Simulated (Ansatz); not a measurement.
# Lattice dynamics of Th3Ge2 (P4/mbm)

Aim: the vibrations of Th3Ge2 (P4/mbm), their spectra, and whether the structure is stable.

Calculated with Ansatz 0.2.0; DFT PBEsol, scalar-relativistic, plane waves, PAW.

## (1) The structure

Symmetry: P4/mbm, No. 127, tetragonal system. The conventional cell has a = 7.951 Å, b = 7.951 Å, c = 4.194 Å, α = 90.00°, β = 90.00°, γ = 90.00°. Nearest to Th lie 4 Ge at 3.22 Å and 8 Th at 3.59 Å. Nearest to Th lie 6 Ge at 3.16 to 3.17 Å and 4 Th at 3.59 Å. Nearest to Ge lie 1 Ge at 2.47 Å and 8 Th at 3.16 to 3.22 Å. Farther neighbours are not listed.

## (2) Coarse relaxation

The start is far from rest, so a relaxation with loose tolerances brings it close first.

input.yaml reads:

```yaml
crystal:
  lattice:
    - [7.951, 0.0, 0.0]
    - [0.0, 7.951, 0.0]
    - [0.0, 0.0, 4.194]
  atoms:
    - { symbol: Th, position: [0.0, 0.0, 0.0] }
    - { symbol: Th, position: [0.5, 0.5, 0.0] }
    - { symbol: Th, position: [0.18, 0.68, 0.5] }
    - { symbol: Th, position: [0.32, 0.18, 0.5] }
    - { symbol: Th, position: [0.82, 0.32, 0.5] }
    - { symbol: Th, position: [0.68, 0.82, 0.5] }
    - { symbol: Ge, position: [0.39, 0.89, 0.0] }
    - { symbol: Ge, position: [0.11, 0.39, 0.0] }
    - { symbol: Ge, position: [0.61, 0.11, 0.0] }
    - { symbol: Ge, position: [0.89, 0.61, 0.0] }
kpoints:
  mp_grid: { grid: [4, 4, 6] }
hamiltonian:
  xc: pbesol
scf:
  occupations: { method: gaussian, width: 0.1 }
output:
  forces: true
  stress: true
  eigenvalues: true
relax:
  adjacent_minimum: "off"
  f_tol: 0.05
  max_steps: 80
  cell: { stress_tol: 0.5, fix: [volume] }
```

Run with:

```
$ ansatz run input.yaml --threads 16 --pin off --max-ram 61440MiB --backend cuda --events-out ev --progress --plain --runs-dir out
```

Numbers of over 12 decimals in the logs are rounded to 6 here.

Log:

```text
The last accepted step is kept in <dir> (removed where the run ends without a failure and the disk answers)
Engine: ansatz 0.2.0, aarch64-unknown-linux-gnu
Pseudopotentials: kind: paw
Pseudopotential: Th, paw, valence charge 12, recommended cutoff 420 eV (normal), Th.paw.azcp
Pseudopotential: Ge, paw, valence charge 14, recommended cutoff 420 eV (normal), Ge.paw.azcp
Functional definition: PBEsol
  exchange = pbesol_x
  correlation = pbesol_c
device memory: the entry about to start is reckoned to put 5.8 GiB on a device that reports 182.5 GiB free
GPU FFT provider: cuFFT
[...]
cell:  # Å, volume = 265.1380 Å³
    - [7.981930, 0, 0.0]
    - [0, 7.981930, 0.0]
    - [0.0, 0.0, 4.161559]
  atoms:
    - { symbol: Th, position: [-6.654391399483412e-19, 0, 0.0] }
    - { symbol: Th, position: [0.5, 0.5, 0.0] }
    - { symbol: Th, position: [0.178060, 0.678060, 0.5] }
    - { symbol: Th, position: [0.321940, 0.178060, 0.5] }
    - { symbol: Th, position: [0.821940, 0.321940, 0.5] }
    - { symbol: Th, position: [0.678060, 0.821940, 0.5] }
    - { symbol: Ge, position: [0.380141, 0.880141, 0.0] }
    - { symbol: Ge, position: [0.119859, 0.380141, 0.0] }
    - { symbol: Ge, position: [0.619859, 0.119859, 0.0] }
    - { symbol: Ge, position: [0.880141, 0.619859, 0.0] }
```

Elapsed: 6.8 s, on 1 × NVIDIA GB200 with 16 threads of Arm Neoverse V2, shared host; peak memory 1.2 GiB.

The steps of the relaxation:

| step | energy less that of the first step (eV) | largest force component (eV/Å) | pressure (GPa) | volume (Å³) |
| --- | --- | --- | --- | --- |
| 1 | 0.0000 | 0.7580 | -3.32 | 265.14 |
| 2 | -0.1342 | 0.2646 | -3.43 | 265.14 |
| 3 | -0.2056 | 0.0709 | -3.27 | 265.14 |
| 4 | -0.2096 | 0.0288 | -3.27 | 265.14 |
| 5 | -0.2096 | 0.0288 | -3.27 | 265.14 |

The log counts 1 steps on a newly chosen plane-wave basis, not all of them marked here; energy and pressure can jump at such steps.

The run keeps the 16 symmetry operations that it works with, so distortions that break them were not tested.

```csv
"conventional cell, symmetrised",before,after,change
a (Å),7.951,7.982,+0.4 %
b (Å),7.951,7.982,+0.4 %
c (Å),4.194,4.162,-0.8 %
volume (Å³/atom),26.51,26.51,+0.0 %
```

The atoms that moved most (Å, as changes of fractional coordinates times the final cell):

```
atom      dx      dy     dz  length
 Ge8   0.079  -0.079  0.000   0.111
 Ge9   0.079   0.079  0.000   0.111
Ge10  -0.079   0.079  0.000   0.111
 Ge7  -0.079  -0.079  0.000   0.111
 Th5   0.015   0.015  0.000   0.022
 Th6  -0.015   0.015  0.000   0.022
 Th3  -0.015  -0.015  0.000   0.022
 Th4   0.015  -0.015  0.000   0.022
```

Numbers from this step:

- pressure: -3.267 GPa
- volume per atom: 26.51 Å³
- gap on the k-mesh: 0 eV

In this step the volume went from 26.51 to 26.51 Å³/atom.

## (3) Bringing the structure to rest

The volume is held at the value of the starting cell, while the atoms and the shape relax as far as symmetry allows.

input.yaml reads:

```yaml
crystal:
  lattice:
    - [7.9819304286, 0.0, 0.0]
    - [0.0, 7.9819304286, 0.0]
    - [0.0, 0.0, 4.1615590064]
  atoms:
    - { symbol: Th, position: [0.0, 0.0, 0.0] }
    - { symbol: Th, position: [0.5, 0.5, 0.0] }
    - { symbol: Th, position: [0.1780598634, 0.6780598634, 0.5] }
    - { symbol: Th, position: [0.3219401366, 0.1780598634, 0.5] }
    - { symbol: Th, position: [0.8219401366, 0.3219401366, 0.5] }
    - { symbol: Th, position: [0.6780598634, 0.8219401366, 0.5] }
    - { symbol: Ge, position: [0.380140552, 0.880140552, 0.0] }
    - { symbol: Ge, position: [0.119859448, 0.380140552, 0.0] }
    - { symbol: Ge, position: [0.619859448, 0.119859448, 0.0] }
    - { symbol: Ge, position: [0.880140552, 0.619859448, 0.0] }
kpoints:
  mp_grid: { grid: [6, 6, 8] }
hamiltonian:
  xc: pbesol
scf:
  occupations: { method: gaussian, width: 0.1 }
output:
  forces: true
  stress: true
  eigenvalues: true
relax:
  adjacent_minimum: "off"
  f_tol: 0.005
  max_steps: 80
  cell: { stress_tol: 0.05, fix: [volume] }
```

Log:

```text
[...]
Crystal: 10 atoms, lattice volume = 265.138 Å³
Basis set: ecut = 420 eV, 5149 PW (Γ), exchange–correlation on 108×108×60 points (8 copies of the dense FFT grid, shifted against one another)
Bands: 77, of which v1, the nominal top of the filled ones, is band 64 counted from 1 (63 counted from 0)
Symmetry: 16 space group operations
[...]
k-points: 50 of 288
[...]
- [7.984694, 0, 0.0]
    - [0, 7.984694, 0.0]
    - [0.0, 0.0, 4.158679]
  atoms:
    - { symbol: Th, position: [0, 0, 0.0] }
    - { symbol: Th, position: [0.5, 0.5, 0.0] }
    - { symbol: Th, position: [0.177588, 0.677588, 0.500000] }
    - { symbol: Th, position: [0.322412, 0.177588, 0.500000] }
    - { symbol: Th, position: [0.822412, 0.322412, 0.500000] }
    - { symbol: Th, position: [0.677588, 0.822412, 0.500000] }
    - { symbol: Ge, position: [0.379435, 0.879435, 0.0] }
    - { symbol: Ge, position: [0.120565, 0.379435, 0.0] }
    - { symbol: Ge, position: [0.620565, 0.120565, 0.0] }
    - { symbol: Ge, position: [0.879435, 0.620565, 0.0] }
[key lines of the parts left out:]
P = ⅓ Tr σ = -3.2553 GPa (-32.553 kbar)
```

Wall time 7.8 s (1 × NVIDIA GB200 with 16 threads); peak memory 1.2 GiB.

Relaxation path:

```csv
step,energy less that of the first step (eV),largest force component (eV/Å),pressure (GPa),volume (Å³)
1,0.0000,0.0228,-3.29,265.14
2,-0.0004,0.0113,-3.27,265.14
3,-0.0005,0.0055,-3.26,265.14
4,-0.0005,0.0003,-3.26,265.14
5,-0.0005,0.0003,-3.26,265.14
```

The log counts 1 steps on a newly chosen plane-wave basis, not all of them marked here; energy and pressure can jump at such steps.

Forces are held to the 16 operations that the run works with; a distortion that breaks them can't arise in this run.

| conventional cell, symmetrised | before | after | change |
| --- | --- | --- | --- |
| a (Å) | 7.982 | 7.985 | +0.0 % |
| b (Å) | 7.982 | 7.985 | +0.0 % |
| c (Å) | 4.162 | 4.159 | -0.1 % |
| volume (Å³/atom) | 26.51 | 26.51 | +0.0 % |

The relaxed structure:

```cif
data_structure
_symmetry_space_group_name_H-M 'P 1'
_symmetry_Int_Tables_number 1
_cell_length_a 7.9847
_cell_length_b 7.9847
_cell_length_c 4.1587
_cell_angle_alpha 90.000
_cell_angle_beta 90.000
_cell_angle_gamma 90.000
_cell_volume 265.14
loop_
_atom_site_label
_atom_site_type_symbol
_atom_site_fract_x
_atom_site_fract_y
_atom_site_fract_z
_atom_site_occupancy
Th1 Th 0.00000 0.00000 0.00000 1
Th2 Th 0.50000 0.50000 0.00000 1
Th3 Th 0.17759 0.67759 0.50000 1
Th4 Th 0.32241 0.17759 0.50000 1
Th5 Th 0.82241 0.32241 0.50000 1
Th6 Th 0.67759 0.82241 0.50000 1
Ge7 Ge 0.37944 0.87944 0.00000 1
Ge8 Ge 0.12056 0.37944 0.00000 1
Ge9 Ge 0.62056 0.12056 0.00000 1
Ge10 Ge 0.87944 0.62056 0.00000 1
```

Numbers from this step:

```yaml
pressure: -3.255 GPa
```

In this step the volume went from 26.51 to 26.51 Å³/atom.

## (4) Tight relaxation

At the same fixed volume the relaxation is repeated with tight tolerances, on the k mesh and occupations of the phonon run that follows.

input.yaml reads:

```yaml
crystal:
  lattice:
    - [7.9846938268, 0.0, 0.0]
    - [0.0, 7.9846938268, 0.0]
    - [0.0, 0.0, 4.1586789825]
  atoms:
    - { symbol: Th, position: [0.0, 0.0, 0.0] }
    - { symbol: Th, position: [0.5, 0.5, 0.0] }
    - { symbol: Th, position: [0.177587816, 0.677587816, 0.5] }
    - { symbol: Th, position: [0.322412184, 0.177587816, 0.5] }
    - { symbol: Th, position: [0.822412184, 0.322412184, 0.5] }
    - { symbol: Th, position: [0.677587816, 0.822412184, 0.5] }
    - { symbol: Ge, position: [0.3794351037, 0.8794351037, 0.0] }
    - { symbol: Ge, position: [0.1205648963, 0.3794351037, 0.0] }
    - { symbol: Ge, position: [0.6205648963, 0.1205648963, 0.0] }
    - { symbol: Ge, position: [0.8794351037, 0.6205648963, 0.0] }
kpoints:
  mp_grid: { grid: [6, 6, 8] }
hamiltonian:
  xc: pbesol
scf:
  occupations: { method: methfessel_paxton, width: 0.2 }
output:
  forces: true
  stress: true
  eigenvalues: true
relax:
  adjacent_minimum: "off"
  f_tol: 0.001
  max_steps: 60
  cell: { stress_tol: 0.01, fix: [volume] }
```

Log:

```text
[...]
Crystal: 10 atoms, lattice volume = 265.138 Å³
Basis set: ecut = 420 eV, 5157 PW (Γ), exchange–correlation on 108×108×60 points (8 copies of the dense FFT grid, shifted against one another)
Bands: 77, of which v1, the nominal top of the filled ones, is band 64 counted from 1 (63 counted from 0)
Symmetry: 16 space group operations
[...]
k-points: 50 of 288
[...]
- [0.0, 0.0, 4.157219]
  atoms:
    - { symbol: Th, position: [0, 0, 0.0] }
    - { symbol: Th, position: [0.5, 0.5, 0.0] }
    - { symbol: Th, position: [0.177603, 0.677603, 0.5] }
    - { symbol: Th, position: [0.322397, 0.177603, 0.5] }
    - { symbol: Th, position: [0.822397, 0.322397, 0.5] }
    - { symbol: Th, position: [0.677603, 0.822397, 0.5] }
    - { symbol: Ge, position: [0.379443, 0.879443, 0.0] }
    - { symbol: Ge, position: [0.120557, 0.379443, 0.0] }
    - { symbol: Ge, position: [0.620557, 0.120557, 0.0] }
    - { symbol: Ge, position: [0.879443, 0.620557, 0.0] }
[key lines of the parts left out:]
SCF converged after 5 iterations
P = ⅓ Tr σ = -3.2656 GPa (-32.656 kbar)
```

Run time: 5.9 s. Hardware: 1 × NVIDIA GB200 with 16 threads; peak memory 1.1 GiB; 14 s of CPU time.

Little changed from the start: no atom moved by 0.005 Å and no cell edge by 0.1 %.

This step gave:

* pressure: -3.266 GPa

The largest force component left is 0.28 meV/Å. The volume is held at 26.51 Å³/atom, so a pressure of -3.27 GPa remains at this level.

## (5) Zone-centre response

The zone centre comes first: it holds the modes that light can see, as far as symmetry allows. No field response is asked, since the mesh shows no gap.

input.yaml reads:

```yaml
crystal:
  lattice:
    - [7.9860957367, 0.0, 0.0]
    - [0.0, 7.9860957367, 0.0]
    - [0.0, 0.0, 4.1572190497]
  atoms:
    - { symbol: Th, position: [0.0, 0.0, 0.0] }
    - { symbol: Th, position: [0.5, 0.5, 0.0] }
    - { symbol: Th, position: [0.1776028266, 0.6776028266, 0.5] }
    - { symbol: Th, position: [0.3223971734, 0.1776028266, 0.5] }
    - { symbol: Th, position: [0.8223971734, 0.3223971734, 0.5] }
    - { symbol: Th, position: [0.6776028266, 0.8223971734, 0.5] }
    - { symbol: Ge, position: [0.379443491, 0.879443491, 0.0] }
    - { symbol: Ge, position: [0.120556509, 0.379443491, 0.0] }
    - { symbol: Ge, position: [0.620556509, 0.120556509, 0.0] }
    - { symbol: Ge, position: [0.879443491, 0.620556509, 0.0] }
kpoints:
  mp_grid: { grid: [6, 6, 8] }
hamiltonian:
  xc: pbesol
scf:
  occupations: { method: methfessel_paxton, width: 0.2 }
output:
  eigenvalues: true
phonons:
  method: dfpt
```

Log:

```text
zone centre: on kpoints.mp_grid the ground state, and the responses unless they are solved on pairs of k-points, stand on 100 of the mesh's 288 k-points, reduced under 2 symmetry operations, with k and −k counted as one. Each operation leaves every solved displacement unchanged or reverses it
[...]
GPU FFT provider: cuFFT
GPU libraries: cuBLAS 13.8.1, cuFFT 12.4.0, cuSOLVER 12.3.2
[...]
Crystal: 10 atoms, lattice volume = 265.138 Å³
Basis set: ecut = 420 eV, 5157 PW (Γ), exchange–correlation on 108×108×60 points (8 copies of the dense FFT grid, shifted against one another)
Bands: 77, of which v1, the nominal top of the filled ones, is band 64 counted from 1 (63 counted from 0)
Symmetry: 16 space group operations
k-points: 100 of 288 (irreducible under 2 space group operations, time reversal used)
[...]
GPU buffer pool allocated for 87480 grid points (all kernels)
GPU transforms: local potential and band sums: pruned to the plane-wave sphere, on 54×54×27
[...]
SCF iter   1: F=—  HF=-95357.833560 eV  |F-HF|=—  |Δ(HF+E_count)|=         —  Δρ=3.85e-3  dr2=3.80e-2  ethr=1.77e-3  ⟨swp⟩=5.0  Hψ=28585  notcnv=0
[...]
SCF iter  10: F=-95357.825705 eV  HF=-95357.825705 eV  |F-HF|=0.00e0  |Δ(HF+E_count)|=    0.00e0  S|Δr|=    0.00e0  Δρ=2.47e-8  dr2=2.52e-12  ethr=1.00e-12  ⟨swp⟩=12.4  Hψ=60173  notcnv=0
SCF 1 converged in 10 iterations: F = -95357.825705 eV  dr2 = 2.52e-12
[...]
NSCF: frozen V_eff on 50 k-points, pencils in batches of 32, up to order 308
WARN: eigensolver did not converge (k=3): 1 band(s) unlocked after 3 eigensolves, warm-restarted (20 sweeps on the last) at ethr=1.05e-12 eV (storage-precision floor; scheduled 1.00e-12 eV) (lowest unlocked band 76, counted from 0; max residual 5.73e-5 eV among the unlocked bands, 5.73e-5 eV over every band; other slots of this pass that fall short are told together in one closing line; warning suppressed until the next SCF loop or pass starts)
[...]
NSCF: frozen V_eff on 50 k-points
[...]
DFPT response loops at q = (0, 0, 0) (fractional): preconditioner auto → Kerker (q_TF=auto, 2.416 Å⁻¹) (partly filled bands, converged f_vac=0.000); β = 1.00, the filter's whole step (`scf.mixing.beta` (0.50) is not read by the response loops under this deck's `scf.mixing.preconditioner`; to damp them name `kerker` or `kerker_dos`, under which they read `scf.mixing.beta`, and type it under 1.00, their step now; both keys bind the ground state too); Anderson in place of MSR1; while a model of the screening serves, it and β = 1 on shorter waves in the place of filter and β
SCF converged after 10 iterations
Stability not checked: this state was not tested for a lower state beside it, because cold or Methfessel-Paxton smearing, or corrected tetrahedra, fill the levels in a way that the test cannot read (fill_not_monotonic; see scf.lower_state_search)
Free energy (F): -95357.825705 eV
[...]
Internal energy: -95357.815650 eV  (E = F + TS)
E sigma→0 (E₀):  -95357.823191 eV
Entropy (-TS):   -0.010055 eV (-1.005 meV/atom)
Fermi energy:    14.242307 eV
[...]
--- Band table (eV; the first three rows and the last of 100) ---
  k-point 0: bands = [... 60 lower, 13.4111, 13.4111, 13.6576, 13.8329, 14.7793, 14.9290, 14.9290, 15.1991, ... 9 higher]
  k-point 1: bands = [... 60 lower, 13.4575, 13.5057, 13.5057, 14.3131, 14.3958, 14.6907, 14.6907, 15.1341, ... 9 higher]
  k-point 2: bands = [... 60 lower, 13.4886, 13.8758, 13.9082, 14.1205, 14.2825, 14.2825, 14.7618, 15.0065, ... 9 higher]
  k-point 99: bands = [... 60 lower, 13.7032, 13.7032, 14.0217, 14.0217, 14.2582, 14.2582, 15.2559, 15.2559, ... 9 higher]
--- Phonons (Γ-DFPT): 6 representative perturbations + reference (Σ response iterations 36) ---
  ASR residual: 1.866e-5 → 0.000e0 eV/Å²; symmetrization residual: 4.529e-10 eV/Å²
  ASR residual per site (eV/Å²): 1.23e-5 1.23e-5 1.87e-5 1.87e-5 1.87e-5 1.87e-5 1.51e-5 1.51e-5 1.51e-5 1.51e-5
  Γ frequencies (cm⁻¹): 0.00 0.00 0.00 64.01 67.86 73.34 77.29 77.29 77.64 81.52 81.74 81.74 89.54 89.54 96.00 99.80 101.43 101.43 139.67 147.39 147.39 149.17 149.17 150.01 151.53 152.65 152.65 153.62 173.04 173.94
  non-analytic LO–TO correction: not included (Born effective charges unavailable; polar crystals: no LO–TO splitting at Γ)
```

Wall time 21 s (1 × NVIDIA GB200 with 16 threads); peak memory 8.9 GiB; 83 s of CPU time.

This step gave:

```
sum-rule residual before enforcement                    : 1.87e-5 eV/Å²
point group                                             : 4/mmm
highest optical mode at the zone centre (no LO-TO term) : 173.9 cm⁻¹
lowest optical zone-centre mode                         : 64.01 cm⁻¹
```

Patterns of degenerate modes are one choice out of their space. Modes at Γ, with each element's share of the kinetic energy:

```
mode  frequency (cm⁻¹)  symmetry  Th %  Ge %
   1               0.0  acoustic    83    17
   2               0.0  acoustic    83    17
   3               0.0  acoustic    83    17
   4              64.0       A1u   100     0
   5              67.9       A1g    83    17
   6              73.3       B1g    93     7
   7              77.3        Eu    94     6
   8              77.3        Eu    94     6
   9              77.6       A2g    91     9
  10              81.5       A2u    92     8
  11              81.7        Eg    89    11
  12              81.7        Eg    89    11
  13              89.5        Eu    94     6
  14              89.5        Eu    94     6
  15              96.0       B1u   100     0
  16              99.8       B2g   100     0
  17             101.4        Eu    97     3
  18             101.4        Eu    97     3
  19             139.7       B1u     0   100
  20             147.4        Eu    15    85
  21             147.4        Eu    15    85
  22             149.2        Eg    11    89
  23             149.2        Eg    11    89
  24             150.0       A2g     9    91
  25             151.5       B1g     7    93
  26             152.7        Eu    17    83
  27             152.7        Eu    17    83
  28             153.6       A2u    26    74
  29             173.0       A1g    17    83
  30             173.9       B2g     0   100
```

Displacements in mode 4 (64.0 cm⁻¹), the largest set to 1:
```
Th1  0.00  0.00  1.00
Th2  0.00  0.00 -1.00
Th3  0.00  0.00  0.00
Th4  0.00  0.00  0.00
Th5  0.00  0.00  0.00
Th6  0.00  0.00  0.00
Ge7  0.00  0.00  0.00
Ge8  0.00  0.00  0.00
Ge9  0.00  0.00  0.00
Ge10 0.00  0.00  0.00
```

Displacements in mode 9 (77.6 cm⁻¹), the largest set to 1:
```
Th1  0.00  0.00  0.00
Th2  0.00  0.00  0.00
Th3  1.00 -1.00  0.00
Th4  1.00  1.00  0.00
Th5 -1.00  1.00  0.00
Th6 -1.00 -1.00  0.00
Ge7 -0.55  0.55  0.00
Ge8 -0.55 -0.55  0.00
Ge9  0.55 -0.55  0.00
Ge10 0.55  0.55  0.00
```

Before it was imposed, the acoustic sum rule was missed by 1.9e-5 eV/Å². Small misses are needed for a sound result but don't prove that mesh and cutoff are converged. The lowest optical mode is real, 64.0 cm⁻¹.

[end of part 1 of 2]

[Logs are printed without paths, hosts, clocks, repeated set-up lines and the standing remarks that a program may print on its own settings, such as how far it seeks lower states.]

[Hosts, paths, dates, database ids (printed as entryN), source tags and the programs' standing remarks are cut or masked in the printed files.]
